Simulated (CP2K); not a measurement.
Consider acetyl chloride at its PBE geometry (Å).

```xyz
7

C    -0.6700   -0.1879   -0.0376
C     0.6983    0.4245   -0.0568
Cl    1.9555   -0.6883    0.6552
O     1.0146    1.5024   -0.4714
H    -0.9451   -0.4545    0.9909
H    -0.6618   -1.1173   -0.6224
H    -1.3914    0.5210   -0.4578
```

Method: CP2K XAS_TDP, all-electron GAPW, PBEh(45%), aug-pc-1, TDA, ZORA, spin–orbit coupling.

**Question.** Where do the Cl L₂,₃-edge lines lie, and how strong are they?

Leading lines: Cl3 198.96 eV. The leading line of an atom is its first one with 35 % of the strongest within 2.5 eV of its lowest line over the strength cut. 

The first six lines of each atom with a strength over 0.0003:

| atom | energy (eV) | states | strength, one atom |
| --- | --- | --- | --- |
| Cl3 (bonded to C) | 198.96 | 2 | 0.0061 |
|  | 199.69 | 1 | 0.0004 |
|  | 200.48 | 2 | 0.0041 |
|  | 201.45 | 2 | 0.0006 |
|  | 201.56 | 3 | 0.0003 |
|  | 201.60 | 1 | 0.0015 |

Lines are vertical, at one geometry, with no vibrational structure. Without a correction of the core level, line positions, and the gaps between valence and Rydberg lines, follow the share of exact exchange. Rydberg lines, and the discretised continuum above threshold, depend on the basis and the box.

[Banner, clock and machine lines of the logs are left out without a mark of their own.]

[Logs are printed without paths, hosts, clocks, repeated set-up lines and the standing remarks that a program may print on its own settings, such as how far it seeks lower states.]

[Hosts, paths, dates, database ids (printed as entryN), source tags and the programs' standing remarks are cut or masked in the printed files.]
